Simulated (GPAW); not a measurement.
Two runs for the C K edge of atom 5 in MgNi3C (Pm-3m). Run A: GPAW, LDA, excited-electron core hole (neutral cell), 20-atom cell with 6.6 Å between holes, 5×5×5 k points, dipole transitions, Gaussian full width 0.9 eV up to 4 eV, rising linearly to 3.5 eV at 25 eV. Run B differs in one choice.

Energy from the lowest empty level; intensity scaled to a mean of 1 over the first 20 eV:

```csv
E (eV),A,B
-2.0,0.00,0.00
-1.5,0.00,0.00
-1.0,0.01,0.01
-0.5,0.14,0.16
0.0,0.87,0.68
0.5,1.51,0.75
1.0,0.92,0.53
1.5,0.51,0.86
2.0,0.84,1.56
2.5,1.59,2.21
3.0,2.41,2.70
3.5,2.48,2.35
4.0,1.84,1.46
4.5,1.19,1.05
5.0,1.05,0.95
5.5,1.11,1.22
6.0,1.29,1.75
6.5,1.55,1.99
7.0,1.55,1.73
7.5,1.37,1.18
8.0,1.11,0.63
8.5,0.76,0.30
9.0,0.42,0.20
9.5,0.22,0.17
10.0,0.15,0.19
10.5,0.16,0.21
11.0,0.19,0.24
11.5,0.24,0.27
12.0,0.28,0.31
12.5,0.34,0.38
13.0,0.41,0.46
13.5,0.53,0.59
14.0,0.70,0.76
14.5,0.92,0.97
15.0,1.15,1.19
15.5,1.35,1.39
16.0,1.49,1.50
16.5,1.51,1.49
17.0,1.41,1.34
17.5,1.23,1.12
18.0,1.02,0.91
18.5,0.84,0.77
19.0,0.74,0.73
19.5,0.70,0.76
20.0,0.71,0.81
20.5,0.74,0.84
21.0,0.75,0.82
21.5,0.74,0.76
22.0,0.71,0.69
22.5,0.67,0.62
23.0,0.62,0.58
23.5,0.58,0.55
24.0,0.56,0.55
24.5,0.55,0.56
25.0,0.55,0.57
25.5,0.55,0.57
26.0,0.54,0.56
26.5,0.53,0.54
27.0,0.50,0.52
27.5,0.48,0.48
28.0,0.45,0.44
28.5,0.41,0.40
29.0,0.38,0.36
29.5,0.35,0.32
30.0,0.33,0.30
30.5,0.31,0.29
31.0,0.31,0.30
31.5,0.32,0.31
32.0,0.34,0.34
```

**Question.** What was changed?
a) the plane-wave cutoff
b) the volume of the cell
c) the broadening
d) the size of the supercell

(d): run B changes the supercell atoms from 20 to 5, and the k mesh follows the cell. Against the first run the r.m.s. difference is 23 %. The highest intensity below 16 eV goes from 3.3 eV (2.58) to 3.1 eV (2.72). Other settings could leave a like mark; this is the one that was changed.

[Banner, clock and machine lines of the logs are left out without a mark of their own.]

[Logs are printed without paths, hosts, clocks, repeated set-up lines and the standing remarks that a program may print on its own settings, such as how far it seeks lower states.]

[Hosts, paths, dates, database ids (printed as entryN), source tags and the programs' standing remarks are cut or masked in the printed files.]

[Lists of maxima count a maximum above −3 eV only where it reaches 4 % of the highest in the window and stands out from its surroundings by 2 % of it (1.5 % where it reaches 55 %); shoulders and weaker maxima are passed over, and of the rest the first, up to two pre-edge ones and the few strongest are named.]
